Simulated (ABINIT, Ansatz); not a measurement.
**Converging GW for YSF (P4/nmm) in ABINIT**

What does each rung of G0W0 on YSF (P4/nmm) cost, and what does it buy?

Main program and level: ABINIT 10.8.3; LDA and many-body steps on it, plane waves.

Most raw output is cut from this account.

### 1. Set-up

The structure is tetragonal, space group P4/nmm (No. 129). Conventional cell: a = 3.773 Å, b = 3.773 Å, c = 6.827 Å, α = 90.00°, β = 90.00°, γ = 90.00°. Y has 4 F at 2.44 Å and 5 S at 2.81 to 2.86 Å nearest. Nearest to S lie 5 Y at 2.81 to 2.86 Å. F has 4 Y at 2.44 Å nearest. Farther neighbours and most contacts between anions are not listed.

The cell and positions are those that the Materials Project relaxed with its own functionals (PBE, PBE+U or r2SCAN), kept fixed.

### 2. Empty states on the mesh, 4×4×2 mesh, 344 bands

This step: ABINIT 10.8.3; DFT, LDA, plane waves, norm-conserving pseudopotentials.

The sums over transitions need many empty states on a uniform mesh; this step solves for them.

Contents of run.abi:

```
acell 3*1.0 Angstrom
rprim 
  3.772985040000 0.000000000000 0.000000000000
  0.000000000000 3.772985040000 0.000000000000
  0.000000000000 0.000000000000 6.826667120000
ntypat 3
znucl 39 16 9
natom 6
typat 1 1 2 2 3 3
xred 
  0.000000000000 0.500000000000 0.227228020000
  0.500000000000 0.000000000000 0.772771980000
  0.000000000000 0.500000000000 0.645567190000
  0.500000000000 0.000000000000 0.354432810000
  0.000000000000 0.000000000000 0.000000000000
  0.500000000000 0.500000000000 0.000000000000
pp_dirpath "pseudos"
pseudos "Y.upf, S.upf, F.upf"
ecut 36
ngkpt 4 4 2
nshiftk 1
shiftk 0 0 0
kptopt 1
chksymbreak 0
iscf -2
irdden 1
istwfk *1
nband 344
nbdbuf 30
tolwfr 1e-09
nstep 60
prtvol 0
indata_prefix "in"
outdata_prefix "out"
tmpdata_prefix "tmp"
```

The run is started by

```sh
$ OMP_NUM_THREADS=1 mpirun -n 8 abinit run.abi > log
```

The job ended after 4.9 min (8 MPI ranks of Arm Neoverse V1, shared host; peak memory 1 GiB).

This step gave:

```
gap                                                           : 1.172 eV
k of the valence top                                          : 0, 0, 0
k of the conduction bottom                                    : 0, 0, 0
least direct gap                                              : 1.172 eV
k points computed                                             : 12
lowest point of the top converged band, above the valence top : 106.4259 eV
```

On this mesh the gap is 1.172 eV.

The density comes from a self-consistent run that is not shown.

### 3. Screening, 4×4×2 mesh, 60 bands, screening to 76.2 eV

The RPA dielectric matrix is built and inverted for each q.

This step: RPA screening on LDA, plane waves, norm-conserving pseudopotentials.

run.abi: that of step 2 with these lines changed.

```diff
@@ -24,10 +24,11 @@
 chksymbreak 0
-iscf -2
-irdden 1
 istwfk *1
-nband 344
-nbdbuf 30
-tolwfr 1e-09
-nstep 60
-prtvol 0
+occopt 1
+irdwfk 1
+optdriver 3
+nband 60
+ecuteps 2.8
+inclvkb 2
+awtr 1
+symchi 1
 indata_prefix "in"
```

Elapsed: 30 s, on 8 MPI ranks; peak memory 2.9 GiB.

This step gave:

- ε∞ with local fields, on this mesh, along the program's q direction: 5.994
- the same without local fields: 6.954
- plasma frequency: 26.10 eV
- plane waves in the screening matrix: 149

Local fields lower ε∞ by 14 %. On a Γ-centred mesh this coarse the value itself is usually too large, while a short band sum pulls it down.

### 4. 60 bands, 76.2 eV

The self-energy is evaluated for the states that the input lists, and the levels follow from it, in one-shot runs by the linearised quasiparticle equation.

This step: G0W0 on LDA, plane waves, norm-conserving pseudopotentials.

run.abi: that of step 3 with these lines changed.

```diff
@@ -27,8 +27,15 @@
 irdwfk 1
-optdriver 3
+optdriver 4
 nband 60
+gwcalctyp 0
+ecutsigx 36
+symsigma 1
+nkptgw 1
+kptgw 
+  0.0000000000 0.0000000000 0.0000000000
+bdgw 
+  23 26
 ecuteps 2.8
-inclvkb 2
-awtr 1
-symchi 1
+irdscr 1
+ppmodel 1
 indata_prefix "in"
```

The job ended after 4.3 s (8 MPI ranks; peak memory 0.64 GiB).

Numbers from this step:

```yaml
g0w0_gap_on_the_points_computed: 2.870 eV
starting_gap_on_the_mesh: 1.172 eV
k_of_the_valence_top: 0, 0, 0
k_of_the_conduction_bottom: 0, 0, 0
z_at_the_valence_top: 0.803
z_at_the_conduction_bottom: 0.832
least_direct_g0w0_gap_on_the_computed_points: 2.870 eV
```

The gap on the mesh goes from 1.17 eV to 2.87 eV, a correction of +1.70 eV.

### 5. Screening, 4×4×2 mesh, 142 bands, screening to 141.5 eV

This step: RPA screening on LDA, plane waves, norm-conserving pseudopotentials.

run.abi: that of step 4 with these lines changed.

```diff
@@ -27,15 +27,8 @@
 irdwfk 1
-optdriver 4
-nband 60
-gwcalctyp 0
-ecutsigx 36
-symsigma 1
-nkptgw 1
-kptgw 
-  0.0000000000 0.0000000000 0.0000000000
-bdgw 
-  23 26
-ecuteps 2.8
-irdscr 1
-ppmodel 1
+optdriver 3
+nband 142
+ecuteps 5.2
+inclvkb 2
+awtr 1
+symchi 1
 indata_prefix "in"
```

Elapsed: 1.9 min, on 8 MPI ranks; peak memory 3.8 GiB; 15 min of CPU time.

This step gave:

| Item | Value |
| --- | --- |
| ε∞ with local fields, on this mesh, along the program's q direction | 6.051 |
| the same without local fields | 7.002 |
| plasma frequency | 26.10 eV |
| plane waves in the screening matrix | 393 |

### 6. 142 bands, 141.5 eV

This step: G0W0 on LDA, plane waves, norm-conserving pseudopotentials.

run.abi: that of step 5 with these lines changed.

```diff
@@ -27,8 +27,15 @@
 irdwfk 1
-optdriver 3
+optdriver 4
 nband 142
+gwcalctyp 0
+ecutsigx 36
+symsigma 1
+nkptgw 1
+kptgw 
+  0.0000000000 0.0000000000 0.0000000000
+bdgw 
+  23 26
 ecuteps 5.2
-inclvkb 2
-awtr 1
-symchi 1
+irdscr 1
+ppmodel 1
 indata_prefix "in"
```

Elapsed: 11 s, on 8 MPI ranks; peak memory 2.8 GiB.

This step gave:

```
G0W0 gap on the points computed              : 2.896 eV
starting gap on the mesh                     : 1.172 eV
k of the valence top                         : 0, 0, 0
k of the conduction bottom                   : 0, 0, 0
Z at the valence top                         : 0.8
Z at the conduction bottom                   : 0.826
least direct G0W0 gap on the computed points : 2.896 eV
```

Against G0W0 in ABINIT (4×4×2 mesh, 60 bands, screening to 76.2 eV, Godby-Needs plasmon pole), the gap moves by +0.026 eV.

### 7. Screening, 4×4×2 mesh, 314 bands, screening to 217.7 eV

This step: RPA screening on LDA, plane waves, norm-conserving pseudopotentials.

run.abi: that of step 6 with these lines changed.

```diff
@@ -27,15 +27,8 @@
 irdwfk 1
-optdriver 4
-nband 142
-gwcalctyp 0
-ecutsigx 36
-symsigma 1
-nkptgw 1
-kptgw 
-  0.0000000000 0.0000000000 0.0000000000
-bdgw 
-  23 26
-ecuteps 5.2
-irdscr 1
-ppmodel 1
+optdriver 3
+nband 314
+ecuteps 8
+inclvkb 2
+awtr 1
+symchi 1
 indata_prefix "in"
```

It took 8.5 min on 8 MPI ranks; peak memory 6 GiB; 68 min of CPU time.

Numbers from this step:

| Item | Value |
| --- | --- |
| ε∞ with local fields, on this mesh, along the program's q direction | 6.055 |
| the same without local fields | 7.011 |
| plasma frequency | 26.10 eV |
| plane waves in the screening matrix | 717 |

### 8. 314 bands, 217.7 eV

This step: G0W0 on LDA, plane waves, norm-conserving pseudopotentials.

run.abi: that of step 7 with these lines changed.

```diff
@@ -27,8 +27,15 @@
 irdwfk 1
-optdriver 3
+optdriver 4
 nband 314
+gwcalctyp 0
+ecutsigx 36
+symsigma 1
+nkptgw 1
+kptgw 
+  0.0000000000 0.0000000000 0.0000000000
+bdgw 
+  23 26
 ecuteps 8
-inclvkb 2
-awtr 1
-symchi 1
+irdscr 1
+ppmodel 1
 indata_prefix "in"
```

The job ended after 50 s (8 MPI ranks; peak memory 6.9 GiB).

This step gave:

```yaml
g0w0_gap_on_the_points_computed: 2.974 eV
starting_gap_on_the_mesh: 1.172 eV
k_of_the_valence_top: 0, 0, 0
k_of_the_conduction_bottom: 0, 0, 0
least_direct_g0w0_gap_on_the_computed_points: 2.974 eV
```

Against G0W0 in ABINIT (4×4×2 mesh, 142 bands, screening to 141.5 eV, Godby-Needs plasmon pole), the gap moves by +0.078 eV.

### 9. Side by side

Times are wall times on 8 MPI ranks of Arm Neoverse V1, shared host, good to a factor of about two. A run's time includes the screening step that it read.

| run | mesh | bands | screening cutoff (eV) | DFT gap (eV) | gap on the mesh (eV) | direct (eV) | ε∞ used | time |
| --- | --- | --- | --- | --- | --- | --- | --- | --- |
| 60 bands, 76.2 eV | 4×4×2 | 60 | 76.2 | 1.172 | 2.870 | 2.870 | 5.99 | 34 s |
| 142 bands, 141.5 eV | 4×4×2 | 142 | 141.5 | 1.172 | 2.896 | 2.896 | 6.05 | 2.1 min |
| 314 bands, 217.7 eV | 4×4×2 | 314 | 217.7 | 1.172 | 2.974 | 2.974 | 6.05 | 9.3 min |

### 10. Summary of results

```json
{
 "60 bands, 76.2 eV": "2.870 eV",
 "142 bands, 141.5 eV": "2.896 eV",
 "314 bands, 217.7 eV": "2.974 eV",
 "known limits": "not at the basis limit; no spin-orbit coupling; coarse k mesh"
}
```

**Reading.** From the first rung to the last the gap moves by +0.10 eV for 16 times the time. The steps are not yet shrinking, so no limit is drawn. In the G0W0 runs levels were corrected at 1 k point alone, so a gap called «on the mesh» is the least over those, and an edge elsewhere would be missed. The 4×4×2 mesh is coarse for this cell, which bears on the long-range parts of exchange and screening. The many-body steps are scalar-relativistic: spin-orbit coupling is not in them.

[Paths, hosts, dates, memory and timing lines, banners, echoed tables and standing remarks are left out of the program output.]

[Logs are printed without paths, hosts, clocks, repeated set-up lines and the standing remarks that a program may print on its own settings, such as how far it seeks lower states.]

[Runs of the session that timed out or met a known fault of the program may be left out.]

[Hosts, paths, dates, database ids (printed as entryN), source tags and the programs' standing remarks are cut or masked in the printed files.]

[G0W0 gaps are taken among the corrected bands and points alone; a level outside them can change the order at an edge.]

[Where Ansatz stands beside ABINIT at settings called matched, ABINIT's density can come from a denser mesh and the files from another edition; pairs whose starting gaps differed by over 0.03 eV were left out, so agreement reads better than it is.]
